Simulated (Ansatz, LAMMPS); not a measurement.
## Relaxing glassy 40SiO2-28Al2O3-16Li2O-16SrO (mol %) (85 atoms)

Wanted: the relaxed structure of glassy 40SiO2-28Al2O3-16Li2O-16SrO (mol %) (85 atoms) and its electronic structure.

Method: Kohn-Sham DFT, PBE, PAW (set soft_2), plane waves, in Ansatz 0.2.0.

## 1. Starting point

The cell holds 85 atoms: 10 Si, 14 Al, 8 Li, 4 Sr and 49 O. Its edges and angles: a = 10.327 Å, b = 10.327 Å, c = 10.327 Å, α = 90.0°, β = 90.0°, γ = 90.0°. 85 atoms (10 Si, 14 Al, 8 Li, 4 Sr, 49 O) placed at random at 2.79 g/cm³, melted at 4000 K for 10 ps at fixed volume with the Morse and Coulomb pair potential with partial charges (Pedone, Malavasi, Menziani, Cormack and Segre, J. Phys. Chem. B 110, 11780 (2006)). Quenched from 4000 K to 300 K at 6 K/ps and fixed volume, held 5 ps, then minimised at fixed cell.

Before any run, some limits are plain. The quench rate of 6 K/ps far exceeds what a furnace or splat quench reaches, so expect more defects and frozen-in strain than in a real sample. The network of bonds at the start is that of the classical potential that made the cell. Sampling is at Γ alone, for a cell whose shortest periodic width is 10 Å.

## 2. Making the structure

A classical potential supplies the starting structure, since it reaches far longer times than DFT.

This step: classical MD, Morse and Coulomb pair potential with partial charges (Pedone, Malavasi, Menziani, Cormack and Segre, J. Phys. Chem. B 110, 11780 (2006)) (LAMMPS 22 Jul 2025 - Update 4).

in.lmp reads:

```
# melt-quench of Si10Al14Li8Sr4O49
units metal
atom_style charge
boundary p p p
region box block 0 10.3272 0 10.3272 0 10.3272
create_box 5 box
mass 1 28.0850   # Si
mass 2 26.9815   # Al
mass 3 6.9400   # Li
mass 4 87.6200   # Sr
mass 5 15.9990   # O
create_atoms 1 random 10 433863 NULL overlap 1.5 maxtry 2000
create_atoms 2 random 14 433870 NULL overlap 1.5 maxtry 2000
create_atoms 3 random 8 433877 NULL overlap 1.5 maxtry 2000
create_atoms 4 random 4 433884 NULL overlap 1.5 maxtry 2000
create_atoms 5 random 49 433891 NULL overlap 1.5 maxtry 2000
pair_style hybrid/overlay pedone 5.5 coul/long 8.0
pair_coeff * * coul/long
pair_coeff 1 5 pedone 0.340554 2.006700 2.100000 1   # Si-O
pair_coeff 2 5 pedone 0.361581 1.900442 2.164818 0.9   # Al-O
pair_coeff 3 5 pedone 0.001114 3.429506 2.681360 1   # Li-O
pair_coeff 4 5 pedone 0.019623 1.886000 3.328330 3   # Sr-O
pair_coeff 5 5 pedone 0.042395 1.379316 3.618701 22   # O-O
set type 1 charge 2.4
set type 2 charge 1.8
set type 3 charge 0.6
set type 4 charge 1.2
set type 5 charge -1.2
kspace_style pppm 1.0e-4
neigh_modify delay 0 every 1 check yes
thermo_style custom step time temp pe press density
thermo_modify norm yes
timestep 0.002
thermo 100
# [... 18 lines left out ...]
thermo 1250
fix md all nvt temp 300 300 0.2
run 2500 post no
unfix md
thermo 100
min_style cg
minimize 0 1e-3 2000 20000
write_dump all custom glass.dump id type xs ys zs modify sort id
```

Started as:

```console
$ lmp -in in.lmp -log none -nocite
```

Numbers of over 12 decimals in the logs are rounded to 6 here.

Output:

```text
LAMMPS (22 Jul 2025 - Update 4)
Created orthogonal box = (0 0 0) to (10.3272 10.3272 10.3272)
Created 10 atoms
Created 14 atoms
Created 8 atoms
Created 4 atoms
Created 49 atoms
PPPM initialization ...
  G vector (1/distance) = 0.38732042
  grid = 12 12 12
  estimated relative force accuracy = 4.0234882e-05
   Step          Time           Temp          PotEng         Press         Density
         0   0              0             -3.7640816      589653.11      2.7869592
        70   0.14           0             -12.859166     -27650.753      2.7869592
Loop time of 0.0456208 s on 1 MPI rank(s) for 70 steps with 85 atoms
Minimization stats:
[... 37 lines left out ...]
    316250   632.5          309.0195      -13.049641     -13835.475      2.7869592
    316833   633.666        278.99849     -13.046766     -14391.706      2.7869592
Loop time of 0.966763 s on 1 MPI rank(s) for 2500 steps with 85 atoms
   Step          Time           Temp          PotEng         Press         Density
    316833   633.666        278.99849     -13.046766     -14391.706      2.7869592
    316850   633.7          278.99849     -13.086778     -19315.897      2.7869592
Loop time of 0.0335141 s on 1 MPI rank(s) for 17 steps with 85 atoms
Minimization stats:
  Stopping criterion = linesearch alpha is zero
  Energy initial, next-to-last, final =
       -13.04676636684   -13.086778218875   -13.086778218875
  Force two-norm initial, final = 11.620285 0.36722989
  Iterations, force evaluations = 17 67
```

Elapsed: 2.3 min, on 1 thread of Arm Neoverse V1, shared host; peak memory 0.069 GiB.

## 3. Single point at the start

A single point comes first, to see the forces before anything moves.

input.yaml reads:

```yaml
crystal:
  lattice:
    - [10.3272, 0.0, 0.0]
    - [0.0, 10.3272, 0.0]
    - [0.0, 0.0, 10.3272]
  atoms:
    - { symbol: Si, position: [0.70736, 0.32857, 0.29268] }
    - { symbol: Si, position: [0.90665, 0.5392, 0.92761] }
    - { symbol: Si, position: [0.26176, 0.30095, 0.81847] }
    - { symbol: Si, position: [0.15031, 0.505, 0.13473] }
    - { symbol: Si, position: [0.26665, 0.71498, 0.96072] }
    - { symbol: Si, position: [0.22297, 0.25417, 0.45618] }
    - { symbol: Si, position: [0.75692, 0.9853, 0.85426] }
    - { symbol: Si, position: [0.83062, 0.67546, 0.43824] }
    - { symbol: Si, position: [0.92132, 0.92191, 0.59856] }
    - { symbol: Si, position: [0.54779, 0.99168, 0.46458] }
    - { symbol: Al, position: [0.3095, 0.56739, 0.68503] }
    - { symbol: Al, position: [0.19667, 0.80628, 0.58042] }
    - { symbol: Al, position: [0.84344, 0.08849, 0.38228] }
    - { symbol: Al, position: [0.46092, 0.43346, 0.35522] }
    - { symbol: Al, position: [0.73826, 0.2764, 0.95846] }
    - { symbol: Al, position: [0.50815, 0.0993, 0.20357] }
    - { symbol: Al, position: [0.55424, 0.8374, 0.02802] }
    - { symbol: Al, position: [0.73316, 0.61796, 0.15652] }
    - { symbol: Al, position: [0.92625, 0.07817, 0.09257] }
    - { symbol: Al, position: [0.44186, 0.32805, 0.05709] }
    - { symbol: Al, position: [0.10694, 0.54116, 0.44675] }
    - { symbol: Al, position: [0.53603, 0.67234, 0.5089] }
    - { symbol: Al, position: [0.35467, 0.05802, 0.66259] }
    - { symbol: Al, position: [0.21012, 0.19458, 0.16322] }
    - { symbol: Li, position: [0.04078, 0.75666, 0.81649] }
    - { symbol: Li, position: [0.01765, 0.30399, 0.99115] }
    - { symbol: Li, position: [0.36535, 0.77183, 0.3633] }
    - { symbol: Li, position: [0.43698, 0.6116, 0.1766] }
    - { symbol: Li, position: [0.72814, 0.89577, 0.23751] }
    - { symbol: Li, position: [0.45862, 0.79276, 0.76883] }
    - { symbol: Li, position: [0.2603, 0.01557, 0.39133] }
    - { symbol: Li, position: [0.01478, 0.30739, 0.31064] }
    - { symbol: Sr, position: [0.561, 0.3025, 0.69091] }
    - { symbol: Sr, position: [0.94375, 0.38454, 0.65702] }
    - { symbol: Sr, position: [0.12384, 0.016, 0.85625] }
    - { symbol: Sr, position: [0.04632, 0.81482, 0.21831] }
    - { symbol: O, position: [0.6962, 0.63672, 0.49571] }
    - { symbol: O, position: [0.19936, 0.62794, 0.5645] }
    - { symbol: O, position: [0.4445, 0.59782, 0.38618] }
    - { symbol: O, position: [0.50882, 0.06703, 0.59579] }
    - { symbol: O, position: [0.31142, 0.89682, 0.67126] }
    - { symbol: O, position: [0.03056, 0.50885, 0.02853] }
    - { symbol: O, position: [0.72498, 0.13976, 0.84595] }
    - { symbol: O, position: [0.09505, 0.10733, 0.07895] }
    - { symbol: O, position: [0.15838, 0.3548, 0.16099] }
    - { symbol: O, position: [0.87208, 0.9808, 0.96416] }
    - { symbol: O, position: [0.17709, 0.17344, 0.32862] }
    - { symbol: O, position: [0.33354, 0.15983, 0.79573] }
    - { symbol: O, position: [0.12176, 0.56575, 0.27847] }
    - { symbol: O, position: [0.5222, 0.83946, 0.47685] }
    - { symbol: O, position: [0.46107, 0.62765, 0.65044] }
    - { symbol: O, position: [0.83083, 0.40509, 0.88875] }
    - { symbol: O, position: [0.62258, 0.22011, 0.21957] }
    - { symbol: O, position: [0.3974, 0.79685, 0.97207] }
    - { symbol: O, position: [0.69021, 0.02335, 0.41736] }
    - { symbol: O, position: [0.0573, 0.87068, 0.65852] }
    - { symbol: O, position: [0.81863, 0.62841, 0.01339] }
    - { symbol: O, position: [0.11494, 0.36798, 0.47773] }
    - { symbol: O, position: [0.1419, 0.80419, 0.97805] }
    - { symbol: O, position: [0.89284, 0.01091, 0.24115] }
    - { symbol: O, position: [0.63939, 0.89326, 0.89007] }
    - { symbol: O, position: [0.24821, 0.14293, 0.55998] }
    - { symbol: O, position: [0.94287, 0.57356, 0.46897] }
    - { symbol: O, position: [0.57435, 0.96633, 0.13371] }
    - { symbol: O, position: [0.61092, 0.37201, 0.41161] }
    - { symbol: O, position: [0.57914, 0.32176, 0.96518] }
    - { symbol: O, position: [0.19932, 0.84368, 0.41898] }
    - { symbol: O, position: [0.81666, 0.70341, 0.28312] }
    - { symbol: O, position: [0.8249, 0.94274, 0.7185] }
    - { symbol: O, position: [0.44895, 0.04399, 0.3542] }
    - { symbol: O, position: [0.26134, 0.64624, 0.82403] }
    - { symbol: O, position: [0.85512, 0.22428, 0.06657] }
    - { symbol: O, position: [0.30731, 0.40034, 0.70665] }
    - { symbol: O, position: [0.37486, 0.17436, 0.12685] }
    - { symbol: O, position: [0.3148, 0.3571, 0.94934] }
    - { symbol: O, position: [0.7361, 0.45724, 0.21269] }
    - { symbol: O, position: [0.87767, 0.81204, 0.49959] }
    - { symbol: O, position: [0.59411, 0.70388, 0.12586] }
    - { symbol: O, position: [0.93411, 0.05444, 0.52019] }
    - { symbol: O, position: [0.44506, 0.42385, 0.19011] }
    - { symbol: O, position: [0.25649, 0.60745, 0.07791] }
    - { symbol: O, position: [0.34904, 0.3347, 0.42521] }
    - { symbol: O, position: [0.83384, 0.2569, 0.35357] }
    - { symbol: O, position: [0.95915, 0.59375, 0.79736] }
    - { symbol: O, position: [0.11062, 0.27568, 0.82052] }
kpoints:
  mp_grid: { grid: [1, 1, 1] }
hamiltonian:
  xc: pbe
scf:
  occupations: { method: fermi_dirac, width: 0.025 }
output:
  forces: true
  stress: true
  populations: true
  dos:
    method: { smearing: { sigma: 0.1 } }
    de: 0.1
    projected: { site_lists: { Al: [Al], Li: [Li], O: [O], Si: [Si], Sr: [Sr] } }
  eigenvalues: true
```

Started as:

```console
$ ansatz run input.yaml --threads 4 --pin off --max-ram 8192MiB --backend cpu --events-out ev --progress --plain --runs-dir out
```

Output:

```text
Engine: ansatz 0.2.0, aarch64-unknown-linux-gnu
Pseudopotentials: kind: paw
Pseudopotential: Si, paw, valence charge 4, recommended cutoff 420 eV (normal), Si.paw.azcp
Pseudopotential: Al, paw, valence charge 3, recommended cutoff 420 eV (normal), Al.paw.azcp
Pseudopotential: Li, paw, valence charge 3, recommended cutoff 420 eV (normal), Li.paw.azcp
Pseudopotential: Sr, paw, valence charge 10, recommended cutoff 420 eV (normal), Sr.paw.azcp
Pseudopotential: O, paw, valence charge 6, recommended cutoff 420 eV (normal), O.paw.azcp
Functional definition: PBE
  parameter kappa = 0.804
  parameter beta = 0.066725
  exchange = pbe_x(kappa = kappa, mu = beta*pi^2/3)
  correlation = pbe_c(beta = beta)
Crystal: 85 atoms, lattice volume = 1101.407 Å³
Basis set: ecut = 420 eV, 21559 PW (Γ), exchange–correlation on 144×144×144 points (8 copies of the dense FFT grid, shifted against one another)
Bands: 305, of which v1, the nominal top of the filled ones, is band 220 counted from 1 (219 counted from 0)
Symmetry: 1 space group operations
Space group: P1 (ITA 1), of the structure as read, at distance tolerance 1.0e-4 Å
k-points: 1
Non-local potential: Si, projectors of the file, l = 0: 2, l = 1: 2, l = 2: 2
Non-local potential: Al, projectors of the file, l = 0: 2, l = 1: 2, l = 2: 1
Non-local potential: Li, projectors of the file, l = 0: 3, l = 1: 2, l = 2: 1
Non-local potential: Sr, projectors of the file, l = 0: 3, l = 1: 2, l = 2: 2
Non-local potential: O, projectors of the file, l = 0: 2, l = 1: 2, l = 2: 1
PAW form: soft (Blöchl's): semilocal exchange-correlation on the pseudo side does not see the compensation charge
PAW one-centre angular grid: Si, 110 points (default); XC on 64 Gauss nodes
PAW one-centre angular grid: Al, 110 points (default); XC on 64 Gauss nodes
PAW one-centre angular grid: Li, 110 points (default); XC on 64 Gauss nodes
PAW one-centre angular grid: Sr, 110 points (default); XC on 64 Gauss nodes
PAW one-centre angular grid: O, 110 points (default); XC on 64 Gauss nodes
Initial density: superposition of atomic densities (neutral atoms: chi_scale 0, normalization atom), corrected by the library's trained network
Initial wavefunctions: pseudopotential atomic-orbital guess
Functional: x = pbe(κ = 0.804, μ = 0.219515), c = pbe(β = 0.066725)
SCF iter   1: F=—  HF=-57612.132207 eV  |F-HF|=—  |Δ(HF+E_count)|=         —  Δρ=1.88e-3  dr2=6.00e-2  ethr=1.77e-3  ⟨swp⟩=7.0  Hψ=1496  notcnv=0  defer=60
preconditioner: auto → Resta (q_TF=auto, 2.341 Å⁻¹)  ε∞=3.2  [insulator: Δε(μ)=3.162 eV  Ē_g=15.304 eV  σ=0.025 eV  W_gap=1.00  n_scr=250 (ndim 8)  ℏωp=22.8 eV  f_vac=0.101  D(μ)=0.00/eV (n_scr^D=0)  ε∞_Penn≈3.2]
SCF iter   2: F=—  HF=-57612.146289 eV  |F-HF|=—  |Δ(HF+E_count)|=   1.41e-2  Δρ=1.04e-3  dr2=1.55e-2  ethr=1.36e-5  ⟨swp⟩=2.0  Hψ=500  notcnv=0  defer=81
SCF iter   3: F=—  HF=-57612.148101 eV  |F-HF|=—  |Δ(HF+E_count)|=   1.81e-3  Δρ=4.56e-4  dr2=4.28e-3  ethr=3.53e-6  ⟨swp⟩=2.0  Hψ=375  notcnv=0  defer=81
SCF iter   4: F=—  HF=-57612.148219 eV  |F-HF|=—  |Δ(HF+E_count)|=   1.17e-4  Δρ=1.42e-4  dr2=2.94e-4  ethr=9.72e-7  ⟨swp⟩=2.0  Hψ=389  notcnv=0  defer=81
SCF iter   5: F=—  HF=-57612.148323 eV  |F-HF|=—  |Δ(HF+E_count)|=   1.04e-4  Δρ=9.01e-5  dr2=8.48e-5  ethr=6.69e-8  ⟨swp⟩=2.0  Hψ=385  notcnv=0  defer=81
SCF iter   6: F=—  HF=-57612.149029 eV  |F-HF|=—  |Δ(HF+E_count)|=   7.06e-4  Δρ=4.21e-5  dr2=1.78e-5  ethr=1.93e-8  ⟨swp⟩=2.0  Hψ=520  notcnv=0  defer=81
SCF iter   7: F=—  HF=-57612.149030 eV  |F-HF|=—  |Δ(HF+E_count)|=   1.31e-6  Δρ=1.09e-5  dr2=1.73e-6  ethr=4.04e-9  ⟨swp⟩=2.0  Hψ=381  notcnv=0  defer=81
SCF iter   8: F=—  HF=-57612.149032 eV  |F-HF|=—  |Δ(HF+E_count)|=   1.78e-6  Δρ=1.00e-5  dr2=8.93e-7  ethr=3.94e-10  ⟨swp⟩=2.0  Hψ=430  notcnv=0  defer=81
SCF iter   9: F=-57612.149032 eV  HF=-57612.149032 eV  |F-HF|=4.11e-8  |Δ(HF+E_count)|=   5.11e-8  Δρ=1.74e-6  dr2=4.33e-8  ethr=2.27e-11  ⟨swp⟩=14.0  Hψ=1965  notcnv=0
SCF 1 converged in 9 iterations: F = -57612.149032 eV  dr2 = 4.33e-8
  greatest PAW one-centre occupation: 1.000 electrons in one spin orbital (limit 2), on the Li atom at site 30 (counted from 0), in its partial waves of l = 0
SCF converged after 9 iterations
Free energy (F): -57612.149032 eV
Harris-Foulkes:  -57612.149032 eV  (|F-HF|=4.11e-8)
Internal energy: -57612.149032 eV  (E = F + TS)
E sigma→0 (E₀):  -57612.149032 eV
Fermi energy:    5.678885 eV
--- Per-component energies (eV) ---
  E_band       = -2273.090861
  E_kinetic    = 10719.972940
  E_local      = -28062.591346  (includes V_loc(G=0)·N_el)
  E_nonlocal   = 3286.128085
  E_hartree    = 10124.423738
  E_xc         = -5563.507541
  E_vxc        = -6323.387491  (∫ρ·V_xc dr)
  E_paw        = -30409.970643  (= ΣΔE_a)
  E_vpaw       = -2142.175120  (= ΣTr[D̂ρ^β])
  E_aug_tail   = 0.124746  (compensation charges beyond the density's cutoff)
  E_ewald      = -17706.729011
  E_smearing   = -0.000000  (= −TS)
  E_closure    = 0.000000  (closes the sum)
  Σ components = -57612.149032   (vs F -57612.149032, Δ=0.00e0)
--- Forces (eV/Å), atoms counted from 1 ---
  atom   1  Si    -1.52498470     0.09113217     0.11136011
  atom   2  Si     0.19943754    -0.40799273     0.99145572
  atom   3  Si     0.01317381    -0.08673848    -0.11912111
  atom   4  Si    -1.21982905     0.54706694    -0.64794500
  atom   5  Si    -0.36949213    -0.19296128     0.06687601
  atom   6  Si     1.36654863     0.37538399    -0.28018029
  atom   7  Si     0.82503099     1.15017341     0.63245147
  atom   8  Si    -0.41312246     0.55851685    -0.27016547
  atom   9  Si    -0.39154406    -0.02905690    -0.12635797
  atom  10  Si    -0.25215562     0.05100637    -0.73322701
  atom  11  Al     0.18787946    -0.39333033     0.29720507
  atom  12  Al     0.11918750     0.50344951    -0.45727222
  atom  13  Al    -1.05186021     0.06231208     0.29129510
  atom  14  Al     0.44751594    -0.57566449    -0.40630755
[...]
atom  84  O      0.84404022     0.58849159    -2.14408714
  atom  85  O     -2.33859732    -0.49817260    -0.23120953
  max |Σ_I F_I| component: 2.59e-4 eV/Å
--- Stress (GPa, compression-positive) ---
        5.671966      -0.698839      -1.485205
       -0.698841       4.160966      -0.390452
       -1.485205      -0.390461       5.004739
  P = ⅓ Tr σ = 4.9459 GPa (49.459 kbar)
--- Band table (eV) ---
  k-point 0: bands = ["-40.5267", "-40.2172", "-40.1032", "-39.9077", [... 289 levels ...], "13.9347", "13.9580", "13.9809", "14.0874", "14.1529", "14.1895", "14.2082", "14.3054", "14.3725", "14.4241", "14.4636", "14.5042"]
--- Löwdin populations: 85 sites ---
  site symbol       q [e]
     0     Si      2.2870
     1     Si      2.3525
     2     Si      2.3597
[...]
84      O      7.0169
  spilling = 0.011119 (of n_electrons = 440.000000)
```

Wall time 18 s (4 threads of Arm Neoverse V1, shared host); peak memory 1.3 GiB.

In the SCF lines HF is the Harris–Foulkes energy and dr2 the Hartree energy of the density residual, in eV; the loop may stop once dr2 is under the threshold and the program's other checks hold. Hψ counts applications of the Hamiltonian.

Numbers from this run:

```yaml
free_energy: -57612.1490 eV
free_energy_per_atom: -677.7900 eV/atom
scf_cycles: 9
pressure: 4.946 GPa
r_m_s_force_component: 0.7037 eV/Å
longest_force: 2.402 eV/Å
fermi_energy: 5.679 eV
spacing_of_highest_filled_and_lowest_empty_level: 3.076 eV
spilling_of_the_projection: 0.01112
```

The r.m.s. force component of 0.70 eV/Å and the pressure of 4.9 GPa set the starting point.

Neighbours are counted within 2.23 Å (O-Al), 2.08 Å (O-Si), 2.58 Å (O-Li), 3.18 Å (O-Sr).

Length of the force by element and coordination:

```
element  coordination  atoms  mean length of the force (eV/Å)  spread  least   most
     Al           all     14                            0.838   0.251  0.384   1.30
     Li           all      8                            0.475   0.292  0.228   1.13
     Li             3      1                            0.381       0  0.381  0.381
     Li             4      6                            0.532   0.315   0.24   1.13
     Li             6      1                            0.228       0  0.228  0.228
      O           all     49                             1.34   0.467  0.423   2.40
      O             2      9                             1.11   0.389  0.500   1.67
      O             3     26                             1.31   0.484  0.423   2.38
      O             4     14                             1.54   0.397   1.04   2.40
     Si           all     10                            0.961   0.503  0.148   1.55
     Sr           all      4                            0.748   0.265  0.468   1.14
     Sr             5      2                            0.803   0.335  0.468   1.14
     Sr             6      1                            0.842       0  0.842  0.842
     Sr             7      1                            0.545       0  0.545  0.545
```

[end of part 1 of 3]

[Logs are printed without paths, hosts, clocks, repeated set-up lines and the standing remarks that a program may print on its own settings, such as how far it seeks lower states.]

[Hosts, paths, dates, database ids (printed as entryN), source tags and the programs' standing remarks are cut or masked in the printed files.]
